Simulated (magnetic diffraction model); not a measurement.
## Which magnetic order? CsCeTl₂Br₆

Space group Fm-3m (no. 225), a = 11.8500 Å.

| site | atom | x | y | z |
| --- | --- | --- | --- | --- |
| 8c | Tl | 1/4 | 3/4 | 3/4 |
| 4a | Ce | 0 | 0 | 0 |
| 4b | Cs | 1/2 | 0 | 0 |
| 24e | Br | 0 | 0 | 0.7510 |

This is a made-up structure (elements placed in a structure type, unrelaxed), so the numbers test the method and describe no known phase.

Only Ce is taken to order (form factors of Ce3+); orders and moment sizes are assumed, and not adapted to the symmetry. Radiation: neutrons of λ = 2.567 Å, 5° to 90°; isotropic B of 0.26 Å² (Tl), 0.28 Å² (Ce), 0.42 Å² (Cs) and 0.33 Å² (Br). Simulated constant-wavelength pattern: nuclear and magnetic terms add, the magnetic one as |2.695 fm × Σ f S⊥ exp(2πi Q·r) exp(−B s²)|², summed over all Q at one angle with the factor 1/(sin²θ cos θ). For collinear order S is the moment m, which repeats by lattice and centring translations R with the sign exp(−2πi k·R). Free-ion form factors, Sears's scattering lengths of 1992, no absorption; a label names one of the reflections at its angle. The strongest nuclear line in the range is 100, and lines under 0.2 are left out.

Above the ordering temperature:

```tsv
2θ (°)	index	I
25.02	(2 0 0)	2.8
35.68	(2 2 0)	14.7
44.07	(2 2 2)	76.2
51.35	(4 0 0)	89.3
57.95	(4 2 0)	2.4
64.09	(4 2 2)	10.8
75.57	(4 4 0)	100.0
81.06	(6 0 0)	1.9
86.47	(6 2 0)	7.5
```

Below it (cell unchanged):

```
2θ (°)      I
 12.44    1.0
 17.62    0.5
 25.02    2.8
 28.03    0.5
 30.77    0.5
 35.68   14.7
 37.92    0.3
 44.07   76.2
 45.97    0.2
 47.82    0.3
 51.35   89.3
 53.05    0.3
 54.71    0.2
 57.95    2.4
 64.09   10.8
 67.05    0.3
 71.36    0.2
 75.57  100.0
 81.06    1.9
 86.47    7.5
```

**Question.** Check that the new lines index with k = (0 1 0), then choose among these models:
A. collinear moments along [001], 1.2 μB on Ce
B. collinear moments along [010], 1.2 μB on Ce
C. collinear moments along [100], 1.2 μB on Ce

The new lines index as (0 1 0) at 12.44°, (1 0 1) at 17.62°, (2 1 0) at 28.03° and (1 2 1) at 30.77°, that is as H ± k with k = (0 1 0), one of 3 inequivalent arms of its star (k and −k counted as one), which a powder can't tell apart. The indices are whole but break the lattice centring, so the moments reverse under a centring translation, those with k·t a half-integer.

Magnetic intensity, observed (below minus above) and for each model:

| 2θ (°) | index | observed | A | B | C |
| --- | --- | --- | --- | --- | --- |
| 12.44 | (0 1 0) | 1.0 | 1.0 | <0.2 | 1.0 |
| 17.62 | (1 0 1) | 0.5 | 0.5 | 0.9 | 0.5 |
| 28.03 | (2 1 0) | 0.5 | 0.5 | 0.6 | 0.5 |
| 30.77 | (1 2 1) | 0.5 | 0.5 | 0.2 | 0.5 |

Models A and C match alike on every line, so these data can't choose among them (such ties are often domains of one structure): a powder sees only the angle between collinear moments and the unique axis of a uniaxial spin configuration, and no direction at all where the configuration is cubic.

The structure used: k = (0 1 0), collinear moments along [100], 1.2 μB on Ce.

[Logs are printed without paths, hosts, clocks, repeated set-up lines and the standing remarks that a program may print on its own settings, such as how far it seeks lower states.]
